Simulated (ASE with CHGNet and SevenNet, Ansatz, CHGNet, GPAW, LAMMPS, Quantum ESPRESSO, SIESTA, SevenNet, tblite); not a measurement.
**Glassy 40SiO2-28Al2O3-16Li2O-16SrO (mol %) (85 atoms) in machine-learned potentials**

Aim: run glassy 40SiO2-28Al2O3-16Li2O-16SrO (mol %) (85 atoms) in machine-learned potentials and see how near its forces come to a plane-wave reference, and at what cost.

Calculated with ASE with CHGNet and SevenNet; the method is named at each step.

## 1. Set-up

The cell holds 85 atoms: 10 Si, 14 Al, 8 Li, 4 Sr and 49 O. Cell: a = 9.957 Å, b = 9.957 Å, c = 9.957 Å, α = 90.0°, β = 90.0°, γ = 90.0°. 85 atoms (10 Si, 14 Al, 8 Li, 4 Sr, 49 O) placed at random at 3.11 g/cm³, melted at 4000 K for 10 ps at fixed volume with the Morse and Coulomb pair potential with partial charges (Pedone, Malavasi, Menziani, Cormack and Segre, J. Phys. Chem. B 110, 11780 (2006)). Quenched from 4000 K to 300 K at 6 K/ps and fixed volume, held 5 ps, then minimised at fixed cell.

The yardstick, on the same geometry:

```
method                                           : Kohn-Sham DFT, PBE, PAW, plane waves (Ansatz 0.2.0); cutoff 420 eV, Γ point, fermi-dirac smearing of 0.05 eV; PAW set soft_2
r.m.s. force component                           : 0.7504 eV/Å
longest force                                    : 2.869 eV/Å
pressure                                         : 7.415 GPa
gap (highest filled to lowest empty level) : 3.642 eV
SCF cycles                                       : 9
time                                             : 14 s on 4 threads of Arm Neoverse V1, shared host
CPU time                                         : 50 s
```

## 2. CHGNet 0.3.0 potential

Method: machine-learned interatomic potential CHGNet 0.3.0, trained on PBE(+U) plane-wave data.

Contents of run.py:

```python
import numpy as np
from ase.io import read
import mlip  # loads the published weights by name

atoms = read("structure.xyz")
atoms.calc = mlip.calc("chgnet-0.3.0")
energy = atoms.get_potential_energy()
forces = atoms.get_forces()
print(f"energy {energy:.6f} eV")
print("forces (eV/A)")
for i, (a, f) in enumerate(zip(atoms, forces)):
    print(f"{i:4d} {a.symbol:2s} {f[0]:10.5f} {f[1]:10.5f} {f[2]:10.5f}")
stress = -atoms.get_stress(voigt=False) * 160.21766
print("stress (GPa, compression positive)")
for row in stress:
    print(" ".join(f"{x:10.4f}" for x in row))
```

Contents of structure.xyz:

```xyz
85
Lattice="9.95650 0.00000 0.00000 0.00000 9.95650 0.00000 0.00000 0.00000 9.95650" Properties=species:S:1:pos:R:3 pbc="T T T"
Si 0.44077 9.13310 2.05413
Si 9.64954 6.20409 8.09165
Si 3.48398 2.33739 2.91447
Si 2.94234 1.64252 0.03624
Si 5.66246 9.04598 1.20344
Si 6.65383 4.54664 2.00414
Si 7.34999 8.45227 5.83053
Si 2.41495 5.33479 2.21443
Si 2.64773 9.28991 7.84064
Si 5.26161 5.44591 4.77952
Al 0.31921 2.91526 6.07426
Al 8.32473 7.08863 0.82987
Al 4.81466 8.64374 4.38793
Al 3.34538 2.88211 5.76909
Al 5.31368 0.40792 6.83862
Al 6.76942 5.92760 7.45523
Al 1.80004 0.40174 4.81387
Al 8.02852 3.39218 8.31895
Al 8.54377 0.98579 4.98323
Al 1.97477 3.89638 8.37332
Al 5.01489 4.34571 9.09516
Al 2.82406 7.69976 0.28177
Al 6.16168 1.75613 9.47042
Al 6.66140 1.90318 3.49941
Li 8.02653 1.08167 1.40705
Li 7.90297 4.07918 5.23154
Li 5.46761 8.02753 8.48334
Li 7.56694 8.64105 2.96963
Li 5.14532 6.45689 0.56951
Li 2.49540 8.12321 3.25130
Li 5.92242 3.10274 6.31999
Li 0.22681 8.62193 5.79757
Sr 2.50645 6.25149 6.28484
Sr 9.82149 2.98396 1.43672
Sr 9.61907 6.20698 3.80816
Sr 9.06290 0.14009 8.58718
O 1.70993 9.68479 6.60196
O 9.90443 0.42196 1.22176
O 0.20879 1.49547 5.07642
O 6.01691 9.40342 5.48085
O 6.85814 8.05132 0.74953
O 7.36313 3.21525 2.56101
O 5.62423 6.02309 8.68605
O 8.47338 9.57775 6.04399
O 7.84333 0.60396 3.39158
O 4.77992 6.95870 4.95844
O 8.28301 5.17658 8.01090
O 1.92011 3.11907 6.73657
O 3.54242 4.49138 8.28072
O 7.68164 7.59283 4.59403
O 4.16182 9.17063 7.39001
O 6.28882 3.46387 8.20077
O 3.08363 3.85834 2.49629
O 6.41089 5.17419 5.91147
O 7.77672 5.57843 1.49945
O 9.19911 2.59895 7.39419
[... 25 atom lines left out ...]
O 4.13802 4.34810 5.23563
O 1.86226 2.78782 9.66935
O 0.91719 5.12650 1.77654
O 7.03586 7.61881 7.11810
```

Launch:

```
> OMP_NUM_THREADS=1 python run.py > output.txt
```

Output:

```text
CHGNet v0.3.0 initialized with 412,525 parameters
CHGNet will run on cpu
energy -637.432495 eV
forces (eV/A)
   0 Si    1.00177   -0.24217   -0.36732
   1 Si   -1.02595   -0.53130   -0.26467
   2 Si    0.09398    1.23251   -0.93845
   3 Si    1.26273    0.49479   -0.07834
   4 Si   -0.24607   -0.10560    0.35302
   5 Si   -0.88628    0.34608    0.50691
   6 Si   -0.73085    0.14742   -0.41538
   7 Si    0.18110   -0.10284    0.75443
   8 Si    0.36996    0.25275    0.35693
   9 Si    0.09668   -0.32067   -0.00473
  10 Al   -0.43867    0.46848    0.10389
  11 Al   -0.19119    0.07581   -0.38342
  12 Al    0.22495   -0.41875   -0.19451
  13 Al    0.43648   -0.07369   -0.47962
  14 Al   -0.35245   -0.08693    0.01060
  15 Al    0.23377    0.23389   -0.66914
  16 Al    0.77423   -0.06708   -0.22291
  17 Al   -0.03661    0.72615    0.20730
  18 Al   -1.26093    0.47731   -0.75114
  19 Al    0.21893   -0.40790   -0.17796
  20 Al    0.46965   -0.18380    0.37244
  21 Al   -0.12516    0.12996    0.61425
  22 Al   -0.54731   -0.09648   -0.28618
  23 Al    0.13230    0.20697    0.66516
[...]
77 O    -0.13630   -0.20908   -0.01333
  78 O    -0.83252   -1.22060    0.34406
  79 O     0.05374   -0.12077    1.30004
  80 O     0.92624   -0.43104    0.46625
  81 O    -0.59072    0.29908    0.18792
  82 O    -1.67860    0.05548    0.77974
  83 O    -2.57438   -0.87960   -0.53712
  84 O    -0.37069   -0.16131    2.18391
stress (GPa, compression positive)
    8.6326     0.2895     0.5121
    0.2895     6.9569     0.4018
    0.5121     0.4018     6.5877
```

Run time: 6.3 s. Hardware: 1 thread of Arm Neoverse V1, shared host; peak memory 1.4 GiB.

Banners, paths, timers and routine set-up lines are dropped from the logs unmarked, and long logs keep their key lines alone; longer cuts are marked.

Compared with the plane-wave run:

```yaml
r_m_s_force_component: 0.7305 eV/Å
r_m_s_difference_of_force_components: 93.08 meV/Å
longest_difference_of_force_vectors: 394.1 meV/Å
force_difference_over_r_m_s_force: 12.4 %
slope_of_forces_against_the_reference_s: 0.9661
correlation_of_force_components: 0.9925
pressure: 7.392 GPa
pressure_difference: -0.0224 GPa
```

Length of the force difference by element (eV/Å):

```tsv
element	atoms	mean	most
Al	14	0.17	0.31
Li	8	0.15	0.34
O	49	0.11	0.29
Si	10	0.23	0.39
Sr	4	0.17	0.26
```

The surroundings of O83, picked at random, nearest first, numbered as they follow in the input and with coordinates relative to it.

```tsv
atom	x	y	z	distance (Å)	bonds	Fx	Fy	Fz (eV/Å)
O83	0.00	0.00	0.00	0.00	3	-1.68	0.06	0.78
Si4	1.08	-1.15	0.32	1.61	4	1.26	0.49	-0.08
Al20	0.11	1.11	-1.30	1.71	4	0.22	-0.41	-0.18
O62	0.67	-2.35	-0.65	2.53	2	-0.95	-0.07	0.64
O79	1.13	-1.34	1.94	2.61	2	-0.83	-1.22	0.34
O61	2.55	-0.64	-0.09	2.63	2	0.94	0.82	-0.36
Sr34	-2.00	0.20	1.72	2.65	5	0.70	0.73	0.12
O49	1.68	1.70	-1.39	2.77	3	-0.30	0.83	-0.84
O81	-1.03	2.36	-1.32	2.89	3	0.93	-0.43	0.47
O48	0.06	0.33	-2.93	2.95	3	0.14	0.14	0.47
```

Atoms are counted from 1 here, from 0 in the log.

Forces lie 12 % from the reference's, at 0.11 times its CPU time (on 1 against 4 cores).

## 3. CHGNet r2SCAN potential

Method: machine-learned interatomic potential CHGNet r2SCAN, trained on r2SCAN plane-wave data.

run.py, as its differences from that of step 2:

```diff
@@ -5,3 +5,3 @@
 atoms = read("structure.xyz")
-atoms.calc = mlip.calc("chgnet-0.3.0")
+atoms.calc = mlip.calc("chgnet-r2scan")
 energy = atoms.get_potential_energy()
```

structure.xyz is that of step 2.

Output:

```text
CHGNet vr2scan initialized with 412,525 parameters
CHGNet will run on cpu
energy -813.800598 eV
forces (eV/A)
   0 Si    0.75747   -0.23154   -0.29702
   1 Si   -0.88568   -0.45066   -0.28495
   2 Si   -0.05099    1.03853   -0.79494
   3 Si    0.92000    0.39751   -0.11193
   4 Si   -0.15723   -0.10489    0.23480
   5 Si   -0.65465    0.30072    0.44561
   6 Si   -0.62675    0.25643   -0.27237
   7 Si    0.13160   -0.10463    0.60021
   8 Si    0.28243    0.18489    0.34332
   9 Si    0.11086   -0.24026   -0.01469
  10 Al   -0.32517    0.35430    0.06068
  11 Al   -0.08685    0.13187   -0.25204
  12 Al    0.09244   -0.33484   -0.20861
  13 Al    0.27366    0.01603   -0.34725
  14 Al   -0.31768   -0.13061    0.06859
  15 Al    0.30802    0.23687   -0.55986
  16 Al    0.49075   -0.17394   -0.14796
  17 Al    0.00201    0.56810    0.20444
  18 Al   -0.95025    0.35154   -0.62157
  19 Al    0.13330   -0.29377   -0.13480
  20 Al    0.35770   -0.13678    0.30638
  21 Al   -0.12059    0.13256    0.53512
  22 Al   -0.34111    0.03249   -0.15218
  23 Al    0.25081    0.18288    0.48762
[...]
77 O    -0.16144   -0.15006   -0.03061
  78 O    -0.55287   -0.77210    0.17514
  79 O     0.22049   -0.03608    1.00988
  80 O     0.76229   -0.39515    0.35325
  81 O    -0.30473    0.25583    0.13852
  82 O    -1.08325   -0.01184    0.49336
  83 O    -1.70738   -0.59550   -0.33807
  84 O    -0.35144   -0.31221    1.74238
stress (GPa, compression positive)
    3.1014     0.2597     0.3895
    0.2597     1.9151     0.3506
    0.3895     0.3506     1.6032
```

Elapsed: 4.7 s, on 1 thread; peak memory 1.4 GiB.

Compared with the plane-wave run:

* r.m.s. force component: 0.5311 eV/Å
* r.m.s. difference of force components: 248.3 meV/Å
* longest difference of force vectors: 1016 meV/Å
* force difference over r.m.s. force: 33.09 %
* slope of forces against the reference's: 0.6957
* correlation of force components: 0.983
* pressure: 2.207 GPa
* pressure difference: -5.208 GPa

Against the first run (12 %), the force difference from the reference is 33 %, at 0.88 times the CPU time; this potential was trained at another functional than the reference's, which explains only part of so large a difference.

## 4. SevenNet 0 potential

Method: machine-learned interatomic potential SevenNet 0, trained on PBE(+U) plane-wave data.

run.py, as its differences from that of step 3:

```diff
@@ -5,3 +5,3 @@
 atoms = read("structure.xyz")
-atoms.calc = mlip.calc("chgnet-r2scan")
+atoms.calc = mlip.calc("7net-0")
 energy = atoms.get_potential_energy()
```

structure.xyz is that of step 3.

Output:

```text
energy -602.986694 eV
forces (eV/A)
   0 Si    0.77396   -0.22289   -0.46300
   1 Si   -0.83140   -0.58461   -0.43678
   2 Si    0.29251    1.12442   -1.02929
   3 Si    1.25931    0.47765   -0.13190
   4 Si   -0.34709   -0.25371    0.34330
   5 Si   -0.79927    0.20131    0.43158
   6 Si   -0.69636    0.12940   -0.52519
   7 Si    0.08324   -0.06544    0.83260
   8 Si    0.67961    0.37691    0.50951
   9 Si    0.13357   -0.26139   -0.01380
  10 Al   -0.34052    0.33857    0.12771
  11 Al   -0.24963    0.11920   -0.35839
  12 Al    0.36294   -0.38442   -0.26776
  13 Al    0.38690    0.07386   -0.45497
  14 Al   -0.37904    0.01232    0.06878
  15 Al    0.23658    0.07573   -0.68215
  16 Al    0.79275   -0.03863   -0.38810
  17 Al   -0.06761    0.65398    0.33116
  18 Al   -1.36275    0.47921   -0.84866
  19 Al    0.26568   -0.39263    0.04317
  20 Al    0.66609   -0.09711    0.19116
  21 Al   -0.18631    0.28476    0.68007
  22 Al   -0.49900   -0.15340   -0.27133
  23 Al    0.17418    0.18950    0.78670
[...]
77 O    -0.12308   -0.15270    0.08247
  78 O    -0.87235   -1.17815    0.34365
  79 O     0.05745   -0.16807    1.45476
  80 O     0.86419   -0.53434    0.49970
  81 O    -0.59379    0.26043    0.13280
  82 O    -1.75218    0.03724    0.79583
  83 O    -2.55738   -0.94989   -0.53580
  84 O    -0.41617   -0.08496    2.20957
stress (GPa, compression positive)
    8.9184     0.3358     0.5869
    0.3358     6.7745     0.4635
    0.5869     0.4635     6.3502
```

Run time: 11 s. Hardware: 1 thread; peak memory 1 GiB.

Against the reference:

- r.m.s. force component: 0.7498 eV/Å
- r.m.s. difference of force components: 56.41 meV/Å
- longest difference of force vectors: 254.2 meV/Å
- force difference over r.m.s. force: 7.518 %
- slope of forces against the reference's: 0.9964
- correlation of force components: 0.9972
- pressure: 7.348 GPa
- pressure difference: -0.0671 GPa

Against the first run (12 %), the force difference from the reference is 7.5 %, at 1.9 times the CPU time.

## 5. The ladder

Differences are against the plane-wave reference, forces as r.m.s. over components; share is that over the reference's r.m.s. force, slope the least-squares factor from reference forces to these. Total energies of different programs have different zeros and aren't compared.

```tsv
run	Δ force, r.m.s. (meV/Å)	share (%)	slope	Δ pressure (GPa)	cores	CPU time	memory (GiB)
reference	-	-	-	-	4	50 s	1.2
CHGNet 0.3.0 potential	93.1	12.4	0.966	-0.0224	1	5.3 s	1.4
CHGNet r2SCAN potential	248	33.1	0.696	-5.21	1	4.7 s	1.4
SevenNet 0 potential	56.4	7.52	0.996	-0.0671	1	10 s	1.0
```

Times of the machine-learned potentials are mostly Python's start and the loading of weights.

CPU time is summed over cores on a shared host, where runs went side by side, so it is rough. Symmetry, cutoffs, thresholds, outputs and thread counts weren't matched or tuned between programs; memory under MPI is the largest rank's times the ranks.

## 6. What came out

```yaml
nearest_in_forces: SevenNet 0 potential, 7.5 %
its_cpu_time: 10 s
```

Machine-learned potentials differ by 7.5 % (SevenNet 0 potential) to 33 % (CHGNet r2SCAN potential); they were trained on other programs' data, some at another functional. Machine-learned potentials mimic data converged in k, so the reference's own k-point error enters their differences. The quench rate of 6 K/ps is many orders above laboratory rates, so the cell is likely richer in defects and strain than a real sample. The network of bonds at the start is that of the classical potential that made the cell, and needn't be the one that DFT or experiment would give. The reference's pressure of 7.4 GPa belongs to a cell and atoms that aren't relaxed at this level. The electronic-structure runs sample only Γ, in a cell whose shortest periodic width is 10 Å.

[Also dropped from logs without a mark: logging warnings of Python, and SIESTA's first energy breakdown and zero terms.]

[Logs are printed without paths, hosts, clocks, repeated set-up lines and the standing remarks that a program may print on its own settings, such as how far it seeks lower states.]

[Hosts, paths, dates, database ids (printed as entryN), source tags and the programs' standing remarks are cut or masked in the printed files.]
